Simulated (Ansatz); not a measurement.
# LuBRh3 (Pm-3m): phonons and vibrational spectra, part 2 of 2

Wanted: vibrations and spectra of LuBRh3 (Pm-3m); the cell is already relaxed. After the zone centre comes a 2×2×2 q mesh on a 12×12×12 k mesh.

Ansatz 0.2.0; DFT PBEsol, scalar-relativistic, plane waves, PAW; PAW set soft_1.

So far. Step 2 (Modes at Γ): Before it was imposed, the acoustic sum rule was missed by 7.2e-5 eV/Å². Small misses are needed for a sound result but don't prove that mesh and cutoff are converged. The lowest optical mode is real, 114 cm⁻¹.

**3. The dispersion**

Stability and thermal properties need the whole zone. Linear response on a 2×2×2 q mesh gives force constants as far as a supercell of that size would.

input.yaml reads:

```yaml
crystal:
  lattice:
    - [4.1207223729, 0.0, 0.0]
    - [0.0, 4.1207223729, 0.0]
    - [0.0, 0.0, 4.1207223729]
  atoms:
    - { symbol: Lu, position: [0.0, 0.0, 0.0] }
    - { symbol: B, position: [0.5, 0.5, 0.5] }
    - { symbol: Rh, position: [0.0, 0.5, 0.5] }
    - { symbol: Rh, position: [0.5, 0.0, 0.5] }
    - { symbol: Rh, position: [0.5, 0.5, 0.0] }
kpoints:
  mp_grid: { grid: [12, 12, 12] }
hamiltonian:
  xc: pbesol
  pseudopotentials: { kind: paw, azcp: { folder: soft_1 }, xc_functional: pbe }
scf:
  occupations: { method: methfessel_paxton, width: 0.2 }
output:
  eigenvalues: true
phonons:
  method: dfpt
  qmesh: [2, 2, 2]
  temperatures: { t_max: 1000, t_step: 50 }
  qpath:
    path:
      - [[0.0, 0.0, 0.0], [0.0, 0.5, 0.0], [0.5, 0.5, 0.0], [0.0, 0.0, 0.0], [0.5, 0.5, 0.5], [0.0, 0.5, 0.0]]
      - [[0.5, 0.5, 0.5], [0.5, 0.5, 0.0]]
    npoints: 10
```

On the command line:

```console
$ ansatz run input.yaml --threads 4 --pin off --max-ram 10240MiB --backend cpu --events-out ev --progress --plain --runs-dir out
```

Numbers of over 12 decimals in the logs are rounded to 6 here.

Log:

```text
[...]
Crystal: 5 atoms, lattice volume = 69.971 Å³
Basis set: ecut = 420 eV, 1357 PW (Γ), exchange–correlation on 60×60×60 points (8 copies of the dense FFT grid, shifted against one another)
Bands: 48, of which v1, the nominal top of the filled ones, is band 40 counted from 1 (39 counted from 0)
Symmetry: 48 space group operations
k-points: 84 of 1728
[...]
SCF iter   1: F=—  HF=-33798.669780 eV  |F-HF|=—  |Δ(HF+E_count)|=         —  Δρ=2.81e-1  dr2=9.23e1  ethr=3.10e-3  ⟨swp⟩=5.7  Hψ=15821  notcnv=0
[...]
SCF iter  14: F=-33785.129060 eV  HF=-33785.129060 eV  |F-HF|=7.28e-12  |Δ(HF+E_count)|=  1.46e-11  S|Δr|=    0.00e0  Δρ=9.73e-8  dr2=6.97e-12  ethr=1.00e-12  ⟨swp⟩=17.0  Hψ=32782  notcnv=0
SCF 1 converged in 14 iterations: F = -33785.129060 eV  dr2 = 6.97e-12
[...]
phonons: the bands overlap, so this run is a metal and interpolates without the dipole-dipole term. If the crystal is really an insulator or semiconductor, its LO-TO splitting is missing
NSCF: frozen V_eff on 84 k-points
WARN: eigensolver did not converge (k=83): 1 band(s) unlocked after 20 sweeps at ethr=2.28e-12 eV (storage-precision floor; scheduled 1.00e-12 eV) (lowest unlocked band 47, counted from 0; max residual 3.33e-6 eV among the unlocked bands, 3.33e-6 eV over every band; other slots of this pass that fall short are told together in one closing line; warning suppressed until the next SCF loop or pass starts)
[...]
DFPT response loops at q = (0, 0, 0) (fractional): preconditioner auto → Kerker (q_TF=auto, 2.784 Å⁻¹) (partly filled bands, converged f_vac=0.000); β = 1.00, the filter's whole step (`scf.mixing.beta` (0.50) is not read by the response loops under this deck's `scf.mixing.preconditioner`; to damp them name `kerker` or `kerker_dos`, under which they read `scf.mixing.beta`, and type it under 1.00, their step now; both keys bind the ground state too); Broyden in place of MSR1
[...]
SCF converged after 14 iterations
[...]
Free energy (F): -33785.129060 eV
[...]
Internal energy: -33785.122193 eV  (E = F + TS)
E sigma→0 (E₀):  -33785.127343 eV
Entropy (-TS):   -0.006867 eV (-1.373 meV/atom)
Fermi energy:    19.453347 eV
[...]
--- Band table (eV; the first three rows and the last of 84) ---
  k-point 0: bands = [... 36 lower, 18.7323, 18.7323, 19.7775, 19.7775, 19.7775, 19.7777, 23.5852, 23.5852, ... 4 higher]
  k-point 1: bands = [... 36 lower, 18.4940, 18.9863, 19.7259, 19.7777, 20.0398, 20.0398, 23.5536, 23.6876, ... 4 higher]
  k-point 2: bands = [... 36 lower, 18.1685, 19.0607, 19.5730, 19.7781, 20.5136, 20.5136, 23.4636, 23.9318, ... 4 higher]
  k-point 83: bands = [... 36 lower, 19.6048, 19.6048, 19.6048, 20.6989, 20.6989, 20.6989, 21.8958, 21.8958, ... 4 higher]
--- Phonons (Γ-DFPT): 4 representative perturbations + reference (Σ response iterations 14) ---
  ASR residual: 9.731e-5 → 0.000e0 eV/Å²; symmetrization residual: 2.320e-6 eV/Å²
  ASR residual per site (eV/Å²): 9.73e-5 1.13e-5 7.61e-5 7.61e-5 7.61e-5
[...]
--- Phonons (arbitrary-q DFPT): 4 irreducible q on the 2×2×2 mesh ---
  q = [0.0000, 0.0000, 0.0000] (star 1, of the zone-centre solve; hermiticity 2.33e-7, symmetrization 9.54e-13): -0.00 -0.00 -0.00 113.75 113.75 113.75 151.17 151.17 151.17 152.91 152.91 152.91 558.94 558.94 558.94
  q = [0.0000, 0.0000, -0.5000] (star 3, 9 solved perturbations in 2646 linear systems a pass and spin channel, the states on 343 of 1728 k-point pairs; hermiticity 1.20e-7, symmetrization 2.53e-12): 89.41 89.41 100.31 100.31 124.10 143.76 148.08 148.08 152.68 152.68 162.51 235.20 561.43 561.43 675.63
[...]
sum rule: each row above includes the acoustic sum rule's correction from the zone centre's row sums; it moved no ω² by more than (0.53 cm⁻¹)²
  mesh force constants: q→R imaginary residual 4.79e-18; ASR residual 9.731e-5 → 0.000e0 eV/Å²; symmetrization residual 3.197e-14 eV/Å²
  interpolated dispersion: 62 rows × 15 modes
  density of states and harmonic sums: on the 16×16×16 q-mesh, interpolated from the force constants of a 2×2×2 supercell (no non-analytic term)
  largest difference from the sums on the solved wave vectors: F 6.05e-2 eV, S 9.28e-5 and C_V 3.22e-5 eV/K
  zero-point energy: 0.221167 eV/cell   skipped modes (ω ≤ 0): 3   left out of the sums: 4.88e-5 of the cell's modes: C_V's classical limit lies that fraction below 3 k_B per atom; for a crystal, a wire or a layer, F and S can be off by more, and a phonons.interpolated_qmesh denser along its periods is the remedy for the sampling
```

The job ended after 12 min (4 threads of Arm Neoverse V2, shared host; peak memory 2.8 GiB).

This step gave:

| Property | Result |
| --- | --- |
| sum-rule residual before enforcement | 9.73e-5 eV/Å² |
| lowest frequency on the path | 0 cm⁻¹ |
| highest frequency on the path or at a solved wavevector | 682.5 cm⁻¹ |
| mean frequency | 237.9 cm⁻¹ |
| Debye temperature (second moment) | 572 K |
| logarithmic mean frequency | 183.7 cm⁻¹ |
| lowest mode on the q mesh (acoustic modes at Γ apart) | 86.14 cm⁻¹ |
| zero-point energy per atom | 44.23 meV |
| heat capacity at 300 K | 21.64 J/(mol atoms K) |
| vibrational entropy at 300 K | 30.04 J/(mol atoms K) |
| edges of the widest gap between branches, on path and mesh | 290.1, 558.9 cm⁻¹ |

Frequencies (cm⁻¹) solved at each irreducible wavevector; negative means imaginary. Frequencies by wavevector, by row:

| q in reciprocal lattice units | star | mode 1 | mode 2 | mode 3 | mode 4 | mode 13 | mode 14 | mode 15 |
| --- | --- | --- | --- | --- | --- | --- | --- | --- |
| 0 0 0 | 1 | 0 | 0 | 0 | 113.8 | 558.9 | 558.9 | 558.9 |
| 0 0 -0.5 | 3 | 89.4 | 89.4 | 100.3 | 100.3 | 561.4 | 561.4 | 675.6 |
| 0 -0.5 -0.5 | 3 | 94.6 | 94.6 | 110.4 | 112.5 | 561 | 678 | 678 |
| -0.5 -0.5 -0.5 | 1 | 86.1 | 86.1 | 86.1 | 114.1 | 682.5 | 682.5 | 682.5 |

Interpolated from a 2×2×2 q mesh, rough between the solved points. The phonon branches at the labelled points (cm⁻¹):

| point | branch 1 | branch 2 | branch 3 | branch 4 | branch 12 | branch 13 | branch 14 | branch 15 |
| --- | --- | --- | --- | --- | --- | --- | --- | --- |
| Γ | 0 | 0 | 0 | 114 | 153 | 559 | 559 | 559 |
| halfway | 53 | 53 | 89 | 114 | 198 | 560 | 560 | 617 |
| X | 89 | 89 | 100 | 100 | 235 | 561 | 561 | 676 |
| halfway | 91 | 100 | 106 | 109 | 248 | 561 | 619 | 677 |
| M | 95 | 95 | 110 | 112 | 270 | 561 | 678 | 678 |
| halfway | 74 | 75 | 106 | 116 | 216 | 561 | 618 | 618 |
| Γ | 0 | 0 | 0 | 114 | 153 | 559 | 559 | 559 |
| halfway | 84 | 84 | 112 | 131 | 231 | 619 | 619 | 620 |
| R | 86 | 86 | 86 | 114 | 290 | 682 | 682 | 682 |
| halfway | 93 | 97 | 100 | 127 | 258 | 620 | 621 | 678 |
| X | 89 | 89 | 100 | 100 | 235 | 561 | 561 | 676 |
| jump to R | 86 | 86 | 86 | 114 | 290 | 682 | 682 | 682 |
| halfway | 92 | 92 | 99 | 113 | 277 | 622 | 680 | 680 |
| M | 95 | 95 | 110 | 112 | 270 | 561 | 678 | 678 |

Tetrahedra on a 16×16×16 mesh, mean over bins of 10 cm-1. Interpolated from a 2×2×2 q mesh, rough between the solved points. Table of phonon density of states by wavenumber; read off at these points:

| wavenumber (cm⁻¹) | phonon density of states (1/cm⁻¹/cell) |
| --- | --- |
| 5 | 4.0e-5 |
| 25 | 0.00107 |
| 45 | 0.00461 |
| 65 | 0.0135 |
| 75 | 0.0240 |
| 95 | 0.0984 |
| 115 | 0.0681 |
| 135 | 0.106 |
| 155 | 0.165 |
| 175 | 0.0291 |
| 185 | 0.0250 |
| 205 | 0.03 |
| 225 | 0.00873 |
| 245 | 0.0157 |
| 265 | 0.0150 |
| 285 | 0.00263 |
| 295 | 0 |
| 315 | 0 |
| 335 | 0 |
| 355 | 0 |
| 375 | 0 |
| 395 | 0 |
| 405 | 0 |
| 425 | 0 |
| 445 | 0 |
| 465 | 0 |
| 485 | 0 |
| 505 | 0 |
| 515 | 0 |
| 535 | 0 |
| 555 | 0.00126 |
| 565 | 0.0513 |
| 575 | 0.0281 |
| 595 | 0.0198 |
| 615 | 0.0173 |
| 625 | 0.0160 |
| 645 | 0.0199 |
| 665 | 0.0285 |
| 675 | 0.0471 |
| 685 | 0.00242 |

The partial phonon density of states has structure finer than the step of the table below, so its rows give means over 25 cm⁻¹, whole bins alone (the curve runs from -10 to 711 cm⁻¹). Peaks (cm⁻¹: height): B 565.9: 0.0395, 584.1: 0.0308, 611.3: 0.0326, 638.5: 0.0317, 674.8: 0.0357; Lu 94.3: 0.0655; Rh 153.3: 0.135.

Phonopy on the run's constants, 13x13x13 mesh, Gaussian sigma 5.2 cm-1. Interpolated from a 2×2×2 q mesh, rough between the solved points. The partial phonon density of states by wavenumber; means over each step; values in 1/cm⁻¹/cell:

| wavenumber (cm⁻¹) | B | Lu | Rh |
| --- | --- | --- | --- |
| 25 | 2.7e-5 | 5.3e-4 | 8.4e-4 |
| 50 | 8.9e-5 | 0.00286 | 0.00373 |
| 75 | 1.6e-4 | 0.0206 | 0.0141 |
| 100 | 5.8e-4 | 0.0542 | 0.0252 |
| 125 | 0.00164 | 0.0190 | 0.0754 |
| 150 | 0.00172 | 0.0177 | 0.119 |
| 175 | 0.00139 | 0.00504 | 0.0551 |
| 200 | 6.0e-4 | 1.7e-5 | 0.0260 |
| 225 | 2.7e-4 | 1.0e-5 | 0.0104 |
| 250 | 2.5e-4 | 5.3e-6 | 0.0149 |
| 275 | 8.1e-5 | 0 | 0.00815 |
| 300 | 2.0e-6 | 0 | 3.9e-4 |
| 325 | 0 | 0 | 0 |
| 350 | 0 | 0 | 0 |
| 375 | 0 | 0 | 0 |
| 400 | 0 | 0 | 0 |
| 425 | 0 | 0 | 0 |
| 450 | 0 | 0 | 0 |
| 475 | 0 | 0 | 0 |
| 500 | 0 | 0 | 0 |
| 525 | 0 | 0 | 0 |
| 550 | 0.00834 | 0 | 0.00122 |
| 575 | 0.0264 | 0 | 0.00325 |
| 600 | 0.0155 | 1.4e-6 | 0.00115 |
| 625 | 0.0140 | 2.9e-6 | 6.3e-4 |
| 650 | 0.0201 | 4.4e-6 | 4.1e-4 |
| 675 | 0.0281 | 7.6e-6 | 1.3e-4 |

Harmonic thermodynamic functions per atom, from the density of states. Interpolated from a 2×2×2 q mesh, rough between the solved points. Thermodynamic functions, by row:

| T (K) | F_vib (meV/atom) | S (J/mol-atom/K) | C_V (J/mol-atom/K) |
| --- | --- | --- | --- |
| 0 | 44.23 | 0 | 0 |
| 50 | 43.89 | 2.642 | 6.577 |
| 100 | 40.64 | 9.947 | 14.21 |
| 200 | 23.84 | 21.7 | 19.37 |
| 300 | -3.18 | 30.04 | 21.64 |
| 400 | -37.76 | 36.44 | 22.84 |
| 500 | -78.3 | 41.62 | 23.5 |
| 600 | -123.7 | 45.94 | 23.91 |
| 700 | -173.3 | 49.65 | 24.16 |
| 800 | -226.5 | 52.88 | 24.34 |
| 900 | -282.8 | 55.76 | 24.46 |
| 1000 | -342 | 58.34 | 24.55 |

Harmonic mean-square displacement, third of the trace. Interpolated from a 2×2×2 q mesh, rough between the solved points. Mean square displacements, by row:

| T (K) | Lu1 U_eq (Å²) | B2 U_eq (Å²) | Rh3 U_eq (Å²) | Rh4 U_eq (Å²) | Rh5 U_eq (Å²) |
| --- | --- | --- | --- | --- | --- |
| 0 | 9.50e-4 | 0.00301 | 0.00115 | 0.00115 | 0.00115 |
| 100 | 0.00165 | 0.00332 | 0.00167 | 0.00167 | 0.00167 |
| 300 | 0.00437 | 0.00494 | 0.00404 | 0.00404 | 0.00404 |
| 600 | 0.00863 | 0.00828 | 0.0079 | 0.0079 | 0.0079 |

Symmetry leaves 4 wavevectors to solve. The lowest mode among them, the acoustic zeros apart, lies at q = (-0.5, -0.5, -0.5) and is real, 86.1 cm⁻¹.

**4. Isotope substitution**

An isotope changes the mass and not the force constants, so no new electronic calculation is needed; the shifts show which modes move this element.

The same force constants with the mass of B changed from 10.810 to 10.013 u (phonopy, no LO-TO term). Both lists are sorted by frequency; levels can cross, so a row need not hold one and the same mode. Modes under 3 cm⁻¹ are left out. Isotope shifts, by row, the first 40 of 57 rows:

| q | rank | natural mass (cm⁻¹) | changed mass (cm⁻¹) |
| --- | --- | --- | --- |
| 0 0 0 | 4 | 113.8 | 114.1 |
| 0 0 0 | 5 | 113.8 | 114.1 |
| 0 0 0 | 6 | 113.8 | 114.1 |
| 0 0 0 | 7 | 151.2 | 151.2 |
| 0 0 0 | 8 | 151.2 | 151.2 |
| 0 0 0 | 9 | 151.2 | 151.2 |
| 0 0 0 | 10 | 152.9 | 153.1 |
| 0 0 0 | 11 | 152.9 | 153.1 |
| 0 0 0 | 12 | 152.9 | 153.1 |
| 0 0 0 | 13 | 558.9 | 577.8 |
| 0 0 0 | 14 | 558.9 | 577.8 |
| 0 0 0 | 15 | 558.9 | 577.8 |
| 0 0 -0.5 | 1 | 89.41 | 89.41 |
| 0 0 -0.5 | 2 | 89.41 | 89.41 |
| 0 0 -0.5 | 3 | 100.3 | 100.6 |
| 0 0 -0.5 | 4 | 100.3 | 100.6 |
| 0 0 -0.5 | 5 | 124.1 | 124.1 |
| 0 0 -0.5 | 6 | 143.8 | 143.8 |
| 0 0 -0.5 | 7 | 148.1 | 148.1 |
| 0 0 -0.5 | 8 | 148.1 | 148.1 |
| 0 0 -0.5 | 9 | 152.7 | 152.9 |
| 0 0 -0.5 | 10 | 152.7 | 152.9 |
| 0 0 -0.5 | 11 | 162.5 | 162.5 |
| 0 0 -0.5 | 12 | 235.2 | 235.2 |
| 0 0 -0.5 | 13 | 561.4 | 580.5 |
| 0 0 -0.5 | 14 | 561.4 | 580.5 |
| 0 0 -0.5 | 15 | 675.6 | 702 |
| 0 -0.5 -0.5 | 1 | 94.61 | 94.61 |
| 0 -0.5 -0.5 | 2 | 94.61 | 94.61 |
| 0 -0.5 -0.5 | 3 | 110.4 | 110.4 |
| 0 -0.5 -0.5 | 4 | 112.5 | 112.5 |
| 0 -0.5 -0.5 | 5 | 120.2 | 120.7 |
| 0 -0.5 -0.5 | 6 | 143.4 | 143.4 |
| 0 -0.5 -0.5 | 7 | 143.4 | 143.4 |
| 0 -0.5 -0.5 | 8 | 149.6 | 149.6 |
| 0 -0.5 -0.5 | 9 | 149.6 | 149.6 |
| 0 -0.5 -0.5 | 10 | 169.6 | 169.6 |
| 0 -0.5 -0.5 | 11 | 205.6 | 205.6 |
| 0 -0.5 -0.5 | 12 | 270.1 | 270.1 |
| 0 -0.5 -0.5 | 13 | 561 | 580.2 |

A mode of this element alone would shift by +3.90 %. The highest zone-centre frequency without the field goes from 558.9 to 577.8 cm⁻¹ (+3.4 %). The product of the frequency ratios over all optical modes at Γ is 1.119; the product rule, (m/m′)^(3k/2) (M′/M)^(3/2) with k = 1 such atoms and M the mass of the cell, gives 1.119.

**5. What came out**

```json
{
  "space group (within 0.01 Å)": "Pm-3m",
  "volume per atom": "14.0 Å³",
  "electronic character": "no gap on this mesh",
  "highest optical mode at the zone centre (no LO-TO term)": "559 cm⁻¹",
  "lowest optical zone-centre mode": "114 cm⁻¹",
  "lowest mode on the q mesh (acoustic modes at Γ apart)": "86.1 cm⁻¹",
  "highest frequency on the path or at a solved wavevector": "683 cm⁻¹",
  "zero-point energy per atom": "44.2 meV",
  "heat capacity at 300 K": "21.6 J/(mol atoms K)",
  "vibrational entropy at 300 K": "30.0 J/(mol atoms K)",
  "Debye temperature (second moment)": "572 K",
  "imaginary modes on the 2×2×2 q mesh": "none"
}
```

In words: The structure is a minimum as far as tested: no mode is imaginary at the 4 irreducible wavevectors of the 2×2×2 mesh, and the softest away from the acoustic zeros lies at 86 cm⁻¹. The optical modes at Γ span 114 to 559 cm⁻¹. The highest mode in this list at Γ, 558.9 cm⁻¹, is mostly motion of B (86 % of the kinetic energy). On the path and the mesh, the widest gap between branches runs from 290 to 559 cm⁻¹. The q mesh stands for a supercell only 8.2 Å across, so branches between the solved wavevectors are rough. With no gap, or one that is small against the smearing, the frequencies hang on the k mesh and the smearing, most of all near Kohn anomalies. The phonon runs are without spin polarisation, although the cell has an odd electron count. Spin-orbit coupling is left out, which can matter for the heavy elements here. The PAW files were made for PBE and serve the other functionals too. A phonon run warned that its eigensolver left some bands unconverged in a pass. These are harmonic frequencies at zero temperature: anharmonic shifts, linewidths and thermal expansion are left out.

[Logs are printed without paths, hosts, clocks, repeated set-up lines and the standing remarks that a program may print on its own settings, such as how far it seeks lower states.]

[Hosts, paths, dates, database ids (printed as entryN), source tags and the programs' standing remarks are cut or masked in the printed files.]
